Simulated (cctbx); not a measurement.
## Resonant diffraction in Ce7Al16W6

Space group Fm-3m (no. 225), a = 13.4450 Å, b = 13.4450 Å, c = 13.4450 Å, α = 90.00°, β = 90.00°, γ = 90.00°.

| atom | mult. | x | y | z | Ueq (Å²) |
| --- | --- | --- | --- | --- | --- |
| W1 | 24 | 0.7091 | 0 | 0 | 0.0052 |
| Ce1 | 24 | 0 | 3/4 | 3/4 | 0.0074 |
| Ce2 | 4 | 0 | 0 | 0 | 0.0077 |
| Al1 | 32 | 0.3415 | 0.8415 | 0.8415 | 0.0115 |
| Al2 | 32 | 0.1200 | 0.6200 | 0.6200 | 0.0123 |

This is a model crystal, built by substitution and not relaxed, with assumed displacement parameters.

Calculated with cctbx: free-atom f′ and f″ from the Sasaki tables, no fine structure; amplitudes in electrons.

```
E (eV)  F 4 4 0  F 2 2 2  F 4 2 2  F 0 0 4
  9607   2482.1    183.4    752.0   1981.8
  9957   2455.0    214.1    734.7   1948.0
 10087   2430.9    242.5    719.8   1918.1
 10147   2409.5    268.2    706.8   1891.5
 10177   2386.9    295.9    693.0   1863.3
 10192   2364.3    323.8    679.3   1835.2
 10199   2344.0    349.1    667.0   1810.0
 10203   2322.4    376.2    653.9   1783.1
 10211   2328.5    373.8    658.7   1797.1
 10215   2354.1    340.3    674.0   1828.7
 10222   2376.4    311.2    687.4   1856.3
 10237   2400.5    279.8    701.9   1886.0
 10267   2424.4    248.7    716.2   1915.5
 10357   2454.5    209.7    734.2   1952.6
 10607   2486.0    168.9    752.9   1991.4
```

**Question.** Which edge is crossed, and why do the reflections move as they do?

The L3 edge of W. The edge is at 10207 eV. f′ of W falls from -12.1 e at 10087 eV to -19.0 e at 4 eV below it, and f″ steps from 3.80 to 10.48 e across it. Over that approach |F| changes by -4 % (4 4 0), +55 % (2 2 2), -9 % (4 2 2) and -7 % (0 0 4): a reflection falls where W scatters in phase with the total and rises where it scatters against it; it hardly moves where the W term is small or cancels by symmetry. Above the edge the larger f″ enters the imaginary part, where it can add to or cancel the other atoms' f″. The structure is centrosymmetric, so Friedel mates stay equal.

[Logs are printed without paths, hosts, clocks, repeated set-up lines and the standing remarks that a program may print on its own settings, such as how far it seeks lower states.]
